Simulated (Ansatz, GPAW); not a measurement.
# Work function of a 8-layer slab of Cr(111) at several levels, part 2 of 2

How far do functional and basis move the work function of a 8-layer slab of Cr(111)?

GPAW 26.7.0 and Ansatz 0.2.0; GPAW, PAW setups; slab in vacuum (the session's first sound run).

So far, upper work function (eV): step 2 (relaxing the atoms, PBE, GPAW) 4.09; step 5 (self-consistent run: xc = "revPBE") 3.96; step 6 (OptPBE vdW: xc = "optPBE-vdW", GPAW, PAW setups, GPAW) 4.26; step 7 (real-space grid: mode = "fd", PBE, GPAW) 4.08; step 8 (atomic orbitals: mode = "lcao", PBE, GPAW) 3.72.

## Step 10: A second plane-wave code

A second program with its own datasets checks the number independently.

This step: Ansatz plane waves; slab in vacuum with a dipole correction; PAW set soft_1 (Ansatz 0.2.0).

The input, input.yaml:

```yaml
crystal:
  lattice:
    - [4.0729350596, 0.0, 0.0]
    - [2.0364675298, 3.5272652296, 0.0]
    - [0.0, 0.0, 23.8196907134]
  atoms:
    - { symbol: Cr, position: [0.6666679013, 0.6666666233, 0.3778386591] }
    - { symbol: Cr, position: [0.0, 0.0, 0.4127417152] }
    - { symbol: Cr, position: [0.3333332419, 0.3333347292, 0.447645191] }
    - { symbol: Cr, position: [0.6666679013, 0.6666666233, 0.4825482471] }
    - { symbol: Cr, position: [0.0, 0.0, 0.5166049004] }
    - { symbol: Cr, position: [0.3333332419, 0.3333347292, 0.5532490153] }
    - { symbol: Cr, position: [0.6666679013, 0.6666666233, 0.5794737412] }
    - { symbol: Cr, position: [0.0, 0.0, 0.6075518552] }
kpoints:
  mp_grid: { grid: [9, 9, 1] }
hamiltonian:
  xc: pbe
  pseudopotentials: { kind: paw, azcp: { folder: soft_1 } }
scf:
  occupations: { method: fermi_dirac, width: 0.1 }
efield:
  axis: 3
  dipole_correction: true
  ramp_width: 0.05
output:
  forces: true
  write_potential: true
  write_density: true
  volumetric_format: npy
```

Started as:

```
> ansatz run input.yaml --threads 4 --pin off --max-ram 8192MiB --backend cpu --events-out ev --progress --plain --runs-dir out
```

Numbers of over 12 decimals in the logs are rounded to 6 here.

The program printed:

```text
Warning: the atoms were moved onto the symmetric positions of the space group found under crystal.symmetry.tolerance 1.0e-5 (fractional; no operation is sought that the atoms, as they stand in a round, miss by more than twice it, and no atom is moved by as much as it), and the run uses the moved positions. Before a round's move an operation carried an atom to 6.50e-6 Å from where it should land, the largest such dist [...]
Engine: ansatz 0.2.0, aarch64-unknown-linux-gnu
Pseudopotentials: kind: paw
Pseudopotential: Cr, paw, valence charge 14, recommended cutoff 420 eV (normal), soft_1/Cr.paw.azcp
Functional definition: PBE
  parameter kappa = 0.804
  parameter beta = 0.066725
  exchange = pbe_x(kappa = kappa, mu = beta*pi^2/3)
  correlation = pbe_c(beta = beta)
Crystal: 8 atoms, lattice volume = 342.201 Å³
Basis set: ecut = 420 eV, 6703 PW (Γ), exchange–correlation on 60×60×320 points (8 copies of the dense FFT grid, shifted against one another)
Bands: 68, of which v1, the nominal top of the filled ones, is band 56 counted from 1 (55 counted from 0)
Symmetry: 6 space group operations
Space group: P3m1 (ITA 156), of the structure as read, at distance tolerance 7.0e-5 Å
k-points: 12 of 81 (time reversal used)
Non-local potential: Cr, projectors of the file, l = 0: 3, l = 1: 2, l = 2: 3, l = 3: 1
PAW form: soft (Blöchl's): semilocal exchange-correlation on the pseudo side does not see the compensation charge
PAW one-centre angular grid: Cr, 590 points (default); XC on 64 Gauss nodes
Initial density: superposition of atomic densities (neutral atoms: chi_scale 0, normalization atom)
Initial wavefunctions: pseudopotential atomic-orbital guess
Functional: x = pbe(κ = 0.804, μ = 0.219515), c = pbe(β = 0.066725)
SCF iter   1: F=—  HF=-27030.411357 eV  |F-HF|=—  |Δ(HF+E_count)|=         —  Δρ=1.32e-1  dr2=1.25e2  ethr=3.10e-3  p=-0.000 e·Å  D=-8.22e-7 V/Å  ΔV_dip=0.00 eV  dr2_dipole=5.80e0  V_vac-E_F(+/−)=5.86/5.86 eV  ⟨swp⟩=9.1  Hψ=3912  notcnv=0
efield: sawtooth ramp at fractional position 0.9677 (placed from the atoms, in the widest stretch of the axis that holds none; the zero of the levels goes with the place), width 0.0500; the density the first Hamiltonian is built on has a dipole p = -0.000 e·Å; the dipole correction subtracts the counter field D = -8.22e-7 V/Å, which shifts the + side's vacuum level by +0.00 eV against the − side's; the planar-averaged density in the ramp window peaks in size at 8.8e-6 e/Å³
preconditioner: auto → LDOS  [metal: Δε(μ)=0.072 eV  Ē_g=4.007 eV  σ=0.100 eV  W_gap=0.18  n_scr=82 (ndim 8)  ℏωp=13.9 eV  f_vac=0.631  D(μ)=8.26/eV (n_scr^D=68)  β→1.0]
SCF iter   2: F=—  HF=-27060.950936 eV  |F-HF|=—  |Δ(HF+E_count)|=    3.05e1  Δρ=2.97e-1  dr2=4.80e2  ethr=3.10e-3  p=0.006 e·Å  D=3.14e-3 V/Å  ΔV_dip=-0.07 eV  dr2_dipole=1.45e1  V_vac-E_F(+/−)=4.23/4.30 eV  ⟨swp⟩=8.6  Hψ=3089  notcnv=0  recentre
SCF iter   3: F=—  HF=-27016.687975 eV  |F-HF|=—  |Δ(HF+E_count)|=    4.43e1  Δρ=6.01e-2  dr2=2.01e1  ethr=3.10e-3  p=-0.028 e·Å  D=-1.48e-2 V/Å  ΔV_dip=0.35 eV  dr2_dipole=6.39e-1  V_vac-E_F(+/−)=4.60/4.25 eV  ⟨swp⟩=7.0  Hψ=2698  notcnv=0
SCF iter   4: F=—  HF=-27015.566149 eV  |F-HF|=—  |Δ(HF+E_count)|=    1.12e0  Δρ=2.00e-2  dr2=1.91e0  ethr=3.10e-3  p=-0.011 e·Å  D=-5.76e-3 V/Å  ΔV_dip=0.14 eV  dr2_dipole=7.59e-2  V_vac-E_F(+/−)=4.39/4.25 eV  ⟨swp⟩=4.6  Hψ=1610  notcnv=0
SCF iter   5: F=—  HF=-27015.432108 eV  |F-HF|=—  |Δ(HF+E_count)|=   1.34e-1  Δρ=1.23e-2  dr2=7.55e-1  ethr=1.71e-3  p=-0.013 e·Å  D=-6.67e-3 V/Å  ΔV_dip=0.16 eV  dr2_dipole=7.50e-3  V_vac-E_F(+/−)=4.29/4.14 eV  ⟨swp⟩=3.2  Hψ=1445  notcnv=0
SCF iter   6: F=—  HF=-27015.417028 eV  |F-HF|=—  |Δ(HF+E_count)|=   1.51e-2  Δρ=7.19e-3  dr2=3.94e-1  ethr=6.74e-4  p=-0.012 e·Å  D=-6.49e-3 V/Å  ΔV_dip=0.15 eV  dr2_dipole=3.18e-2  V_vac-E_F(+/−)=4.25/4.09 eV  ⟨swp⟩=5.0  Hψ=1218  notcnv=0
SCF iter   7: F=—  HF=-27015.412770 eV  |F-HF|=—  |Δ(HF+E_count)|=   4.26e-3  Δρ=1.90e-3  dr2=2.55e-2  ethr=3.52e-4  p=-0.013 e·Å  D=-6.89e-3 V/Å  ΔV_dip=0.16 eV  dr2_dipole=1.82e-3  V_vac-E_F(+/−)=4.19/4.03 eV  ⟨swp⟩=2.2  Hψ=1062  notcnv=0
SCF iter   8: F=—  HF=-27015.412644 eV  |F-HF|=—  |Δ(HF+E_count)|=   1.25e-4  Δρ=7.91e-4  dr2=3.64e-3  ethr=2.27e-5  p=-0.013 e·Å  D=-6.85e-3 V/Å  ΔV_dip=0.16 eV  dr2_dipole=1.83e-4  V_vac-E_F(+/−)=4.15/3.98 eV  ⟨swp⟩=1.8  Hψ=1024  notcnv=0
SCF iter   9: F=—  HF=-27015.412781 eV  |F-HF|=—  |Δ(HF+E_count)|=   1.36e-4  Δρ=2.96e-4  dr2=3.98e-4  ethr=3.25e-6  p=-0.013 e·Å  D=-6.95e-3 V/Å  ΔV_dip=0.17 eV  dr2_dipole=2.19e-7  V_vac-E_F(+/−)=4.13/3.96 eV  ⟨swp⟩=2.0  Hψ=1072  notcnv=0
SCF iter  10: F=—  HF=-27015.412854 eV  |F-HF|=—  |Δ(HF+E_count)|=   7.36e-5  Δρ=2.74e-4  dr2=4.60e-4  ethr=3.55e-7  p=-0.013 e·Å  D=-7.03e-3 V/Å  ΔV_dip=0.17 eV  dr2_dipole=3.46e-5  V_vac-E_F(+/−)=4.11/3.94 eV  ⟨swp⟩=2.6  Hψ=1165  notcnv=0
SCF iter  11: F=—  HF=-27015.412852 eV  |F-HF|=—  |Δ(HF+E_count)|=   2.63e-6  Δρ=1.04e-4  dr2=5.24e-5  ethr=3.55e-7  p=-0.014 e·Å  D=-7.16e-3 V/Å  ΔV_dip=0.17 eV  dr2_dipole=7.85e-9  V_vac-E_F(+/−)=4.11/3.93 eV  ⟨swp⟩=1.9  Hψ=957  notcnv=0
SCF iter  12: F=—  HF=-27015.412878 eV  |F-HF|=—  |Δ(HF+E_count)|=   2.68e-5  Δρ=3.06e-5  dr2=5.06e-6  ethr=4.68e-8  p=-0.014 e·Å  D=-7.29e-3 V/Å  ΔV_dip=0.17 eV  dr2_dipole=6.38e-8  V_vac-E_F(+/−)=4.10/3.93 eV  ⟨swp⟩=2.0  Hψ=1166  notcnv=0
SCF iter  13: F=—  HF=-27015.412879 eV  |F-HF|=—  |Δ(HF+E_count)|=   1.17e-6  Δρ=1.78e-5  dr2=2.02e-6  ethr=4.52e-9  p=-0.014 e·Å  D=-7.35e-3 V/Å  ΔV_dip=0.18 eV  dr2_dipole=7.77e-8  V_vac-E_F(+/−)=4.10/3.93 eV  ⟨swp⟩=2.4  Hψ=1394  notcnv=0
SCF iter  14: F=—  HF=-27015.412880 eV  |F-HF|=—  |Δ(HF+E_count)|=   4.04e-7  Δρ=1.05e-5  dr2=5.74e-7  ethr=1.81e-9  p=-0.014 e·Å  D=-7.39e-3 V/Å  ΔV_dip=0.18 eV  dr2_dipole=1.74e-12  V_vac-E_F(+/−)=4.10/3.92 eV  ⟨swp⟩=2.1  Hψ=1130  notcnv=0
SCF iter  15: F=-27015.412880 eV  HF=-27015.412880 eV  |F-HF|=9.88e-9  |Δ(HF+E_count)|=   1.27e-7  Δρ=4.18e-6  dr2=8.37e-8  ethr=8.93e-11  p=-0.014 e·Å  D=-7.42e-3 V/Å  ΔV_dip=0.18 eV  dr2_dipole=6.23e-9  V_vac-E_F(+/−)=4.10/3.92 eV  ⟨swp⟩=14.5  Hψ=7478  notcnv=0
SCF 1 converged in 15 iterations: F = -27015.412880 eV  dr2 = 8.37e-8
  greatest PAW one-centre occupation: 1.000 electrons in one spin orbital (limit 2), on the Cr atom at site 4 (counted from 0), in its partial waves of l = 0
WARN: The input density's exchange-correlation potential varies sharply where the density is thin. Do not read a vacuum level from v_tot or v_xc, or from such a field of the output density. On a cell that repeats whose density bears no net charge and no dipole along the vacuum's axis use v_es (v_loc + v_h of the components); under efield.dipole_correction with no amplitude use v_es + v_field, which holds any external [...]
SCF converged after 15 iterations
Free energy (F): -27015.412880 eV
Harris-Foulkes:  -27015.412880 eV  (|F-HF|=9.88e-9)
Internal energy: -27015.078503 eV  (E = F + TS)
E sigma→0 (E₀):  -27015.245692 eV
Entropy (-TS):   -0.334377 eV (-41.797 meV/atom)
Fermi energy:    2.394927 eV
Dipole field:    D = -0.007502 V/Å  (p = -0.014187 e·Å, saw-weighted, corrected)
Work function:   Φ+ = 4.1016 eV   Φ− = 3.9229 eV
Levels:          The Fermi level and band energies are counted from a zero that moves with the ramp; work functions are not
--- Per-component energies (eV) ---
  E_band       = -3035.628773
  E_kinetic    = 2417.973379
  E_local      = -177463.384644  (includes V_loc(G=0)·N_el)
  E_nonlocal   = 344.453280
  E_hartree    = 87503.353347
  E_xc         = -921.329690
  E_vxc        = -1172.073862  (∫ρ·V_xc dr)
  E_paw        = -9754.810513  (= ΣΔE_a)
  E_vpaw       = -2169.383844  (= ΣTr[D̂ρ^β])
  E_aug_tail   = 0.006665  (compensation charges beyond the density's cutoff)
  E_efield     = 0.000053  (sawtooth field / dipole correction)
  E_vefield    = 0.090398  (∫n·V_field dr)
  E_ewald      = 70858.659619
  E_smearing   = -0.334377  (= −TS)
  E_closure    = 0.000000  (closes the sum)
  Σ components = -27015.412880   (vs F -27015.412880, Δ=0.00e0)
--- Forces (eV/Å), atoms counted from 1 ---
  atom   1  Cr     0.00000000    -0.00000000     1.53841331
  atom   2  Cr     0.00000000     0.00000000     0.25836135
  atom   3  Cr    -0.00000000     0.00000000    -0.90968736
  atom   4  Cr    -0.00000000     0.00000000    -1.00335478
  atom   5  Cr    -0.00000000     0.00000000    -0.15374788
  atom   6  Cr     0.00000000    -0.00000000     0.01410790
  atom   7  Cr    -0.00000000    -0.00000000     0.05061486
  atom   8  Cr     0.00000000     0.00000000     0.20534596
  max |Σ_I F_I| component: 5.34e-5 eV/Å
--- Band table (eV; the first three rows and the last of 12) ---
  k-point 0: bands = [... 52 lower, 1.4879, 1.6724, 1.6724, 2.0297, 2.2905, 3.2046, 3.2563, 3.2563, ... 8 higher]
  k-point 1: bands = [... 52 lower, 1.6187, 1.6856, 1.8180, 2.0564, 2.3189, 3.1483, 3.1667, 3.2151, ... 8 higher]
  k-point 2: bands = [... 52 lower, 1.7741, 1.8860, 2.0307, 2.2124, 2.4480, 2.9181, 3.0022, 3.1671, ... 8 higher]
  k-point 11: bands = [... 52 lower, 1.8778, 1.9500, 1.9741, 2.0187, 2.4770, 2.7163, 2.8178, 3.0476, ... 8 higher]
```

The job ended after 16 s (4 threads of Arm Neoverse V1, shared host; peak memory 0.85 GiB; 63 s of CPU time).

This step gave:

- free energy: -27015.4129 eV
- smearing term TS: 0.3344 eV
- symmetry operations: 6
- upper work function: 4.102 eV
- lower work function: 3.923 eV
- dipole along the normal: -0.01419 e·Å
- dipole field: -0.007502 V/Å
- vacuum level above: 6.497 eV
- vacuum level below: 6.318 eV

Electrostatic potential energy of an electron (with the applied field's), less the Fermi level, planar mean against z:

```csv
z (Å),"electrostatic potential energy of an electron (with the applied field's), less the Fermi level, planar mean (eV)"
0.0,3.99
0.5,3.92
1.0,3.92
1.5,3.92
2.0,3.92
2.5,3.92
3.0,3.92
3.5,3.92
4.0,3.92
4.5,3.92
5.0,3.92
5.5,3.91
6.0,3.90
6.5,3.84
7.0,3.68
7.5,3.21
8.0,1.77
8.5,-2.65
9.0,-6.10
9.5,-9.09
10.0,-8.82
10.5,-8.99
11.0,-9.74
11.5,-8.87
12.0,-9.71
12.5,-9.04
13.0,-10.2
13.5,-11.6
14.0,-11.6
14.5,-7.74
15.0,-2.72
15.5,2.02
16.0,3.43
16.5,3.89
17.0,4.04
17.5,4.08
18.0,4.09
18.5,4.10
19.0,4.10
19.5,4.10
20.0,4.10
20.5,4.10
21.0,4.10
21.5,4.10
22.0,4.10
22.5,4.10
23.0,4.10
23.5,4.03
```

The valence density, planar mean oscillates, so the rows of the table below give means over windows of 0.5 Å about each position, cut where the curve ends. Its maxima inside the range that stand out by 2 % of the span (Å: e/Å³): 9.08: 1.19, 9.83: 1.28, 10.72: 1.28, 11.46: 1.30, 12.36: 1.29, 13.70: 1.51. Its minima: 9.38: 1.02, 10.27: 1.06, 11.02: 1.07, 11.91: 1.08, 12.80: 1.03.

The valence density, planar mean by z; means over each step:

```csv
z (Å),"valence density, planar mean (e/Å³)"
5.0,8.6e-5
5.5,2.6e-4
6.0,7.5e-4
6.5,0.00228
7.0,0.00670
7.5,0.0196
8.0,0.0708
8.5,0.432
9.0,1.09
9.5,1.10
10.0,1.18
10.5,1.19
11.0,1.13
11.5,1.23
12.0,1.16
12.5,1.16
13.0,1.23
13.5,1.48
14.0,1.41
14.5,1.19
15.0,0.407
15.5,0.0714
16.0,0.0205
16.5,0.00653
17.0,0.00210
17.5,6.5e-4
18.0,2.1e-4
18.5,6.5e-5
```

Force by atom:

```csv
atom,x (eV/Å),y (eV/Å),z (eV/Å),size
Cr1,0.00,0.00,1.54,1.54
Cr2,0.00,0.00,0.26,0.26
Cr3,0.00,0.00,-0.91,0.91
Cr4,0.00,0.00,-1.00,1.00
Cr5,0.00,0.00,-0.15,0.15
Cr6,0.00,0.00,0.01,0.01
Cr7,0.00,0.00,0.05,0.05
Cr8,0.00,0.00,0.21,0.21
```

The upper face's work function is 4.102 eV, against 4.087 eV in the first plane-wave PBE run at this geometry.

## Step 11: Side by side

Results and costs are gathered.

This step: comparison of work functions, dipole and cost; PAW set soft_1 (GPAW 26.7.0).

Ladder, by row:

```csv
step,code,"work function, upper (eV)","work function, lower (eV)",dipole (e Å),wall time (s),peak memory (GiB),threads
pw,GPAW,4.087,3.912,-0.01287,186,0.26,1
RPBE,GPAW,3.939,3.756,-0.01348,180.8,0.27,1
revPBE,GPAW,3.956,3.772,-0.01364,184.8,0.26,1
optPBE-vdW,GPAW,4.264,4.116,-0.01068,208.2,0.49,1
fd,GPAW,4.084,3.908,-0.01398,772.6,0.94,1
lcao,GPAW,3.724,3.484,-0.01909,461.5,0.4,1
ansatz,Ansatz,4.102,3.923,-0.01419,16.47,0.852,4
```

## Step 12: A changed run

One more run, with changed settings.

This step: GPAW, PAW setups; slab in vacuum (GPAW 26.7.0).

The input, run.py:

```python
import json
import numpy as np
from ase import Atoms
from gpaw import GPAW, PW

slab = Atoms(
    ['Cr', 'Cr', 'Cr', 'Cr', 'Cr', 'Cr', 'Cr', 'Cr'],
    positions=[
        [4.07294, 2.35151, 9.00000],
        [0.00000, 0.00000, 9.83138],
        [2.03647, 1.17576, 10.66277],
        [4.07294, 2.35151, 11.49415],
        [-0.00000, 0.00000, 12.30537],
        [2.03647, 1.17576, 13.17822],
        [4.07294, 2.35151, 13.80289],
        [-0.00000, 0.00000, 14.47170]],
    cell=[[4.07294, 0.0, 0.0], [2.03647, 3.52727, 0.0], [0.0, 0.0, 23.81969]],
    pbc=[True, True, False])

slab.calc = GPAW(mode=PW(400), xc='pbe96', kpts={'size': (9, 9, 1), 'gamma': True},
                 occupations={'name': 'fermi-dirac', 'width': 0.1}, nbands='160%',
                 convergence={'density': 1e-05}, maxiter=75,
                 poissonsolver={'dipolelayer': 'xy'},
                 symmetry={'tolerance': 1e-3}, txt='slab.txt')
result = {}
energy = slab.get_potential_energy()
fermi = slab.calc.get_fermi_level()
v = slab.calc.get_electrostatic_potential().mean((0, 1)) - fermi
n = slab.calc.get_pseudo_density().mean((0, 1))
L = slab.cell[2, 2]
z = np.arange(len(v)) * L / len(v)
low, high = slab.positions[:, 2].min(), slab.positions[:, 2].max()
below, above = np.interp([low - 6.8, high + 6.8], z, v)
slopes = [np.interp(x, z, np.gradient(v, z)) for x in (low - 6.8, high + 6.8)]
eps = np.array([[slab.calc.get_eigenvalues(k, s) for k in range(len(slab.calc.get_ibz_k_points()))]
                for s in range(slab.calc.get_number_of_spins())]) - fermi
top, bottom = eps[eps < 0].max(), eps[eps > 0].min()
dipole = slab.get_dipole_moment()[2]
print(f'energy {energy:.4f} eV, Fermi level {fermi:.4f} eV, dipole {dipole:.5f} e A')
print(f'potential 6.8 A off the faces, from the Fermi level: lower {below:.4f} eV, upper {above:.4f} eV')
print(f'slope of the potential there: lower {slopes[0]:.5f}, upper {slopes[1]:.5f} eV/A')
print(f'nearest levels on the mesh: {top:.4f} and {bottom:.4f} eV')
print('magnetic moment', round(slab.get_magnetic_moment(), 3))
result.update(energy=energy, fermi=fermi, dipole=dipole, below=below, above=above, slopes=slopes, edges=[top, bottom],
              z=z.tolist(), v=v.tolist(), n=n.tolist(), positions=slab.positions.tolist(),
              forces=slab.get_forces(apply_constraint=False).tolist(), moments=slab.get_magnetic_moments().tolist())
json.dump(result, open('result.json', 'w'))
```

Started as:

```
> OMP_NUM_THREADS=1 OPENBLAS_NUM_THREADS=1 python run.py
```

The program printed:

```text
NameError: Unknown functional: pbe96.
```

Wall time 0.88 s (1 thread); peak memory 0.1 GiB.

The program refused the input before any cycle.

The program's message: “NameError: Unknown functional: pbe96.”

The change that led to it: xc = "pbe96".

## Step 13: Results

| Property | Result |
| --- | --- |
| work function, upper and lower face | 4.087 and 3.912 eV |
| dipole along the normal | -0.0129 e Å |

What this shows: With plane waves and PBE the work function is 4.09 eV on the upper face and 3.91 eV on the lower. The two faces differ by 0.18 eV, the step that the slab's dipole makes (e p/(ε0 A) gives 0.16 eV), so the dipole layer is needed. The lowest atoms were held at bulk positions, which alone makes the faces unlike. The measured value for polycrystalline Cr, which weights the faces of low work function, is 4.5 eV (as compiled in "Anisotropic work function of elemental crystals", 2019, arxiv:1902.07811); the relaxed upper face lies 0.41 eV under it with PBE, and optPBE-vdW comes nearest (4.26 eV). Measured work functions scatter by a tenth of an eV or more between methods. Over the sound runs of the table the upper face's work function spans 3.724 (lcao) to 4.264 eV (optPBE-vdW). Atomic orbitals miss the plane-wave value by -0.36 eV, since they describe the tail of the density in the vacuum poorly. The two plane-wave codes differ by 0.015 eV on the upper face. The runs had no spin polarisation, so a magnetic state, which thin layers of d-metal atoms can have, wasn't tested. The slab is only 5.5 Å thick between its outer nuclei, so the values belong to this film more than to the surface of the bulk metal. The in-plane lattice was kept as typed, which isn't the functional's own and leaves some strain; spin-orbit coupling and temperature are left out.

[Logs are printed without paths, hosts, clocks, repeated set-up lines and the standing remarks that a program may print on its own settings, such as how far it seeks lower states.]

[Hosts, paths, dates, database ids (printed as entryN), source tags and the programs' standing remarks are cut or masked in the printed files.]
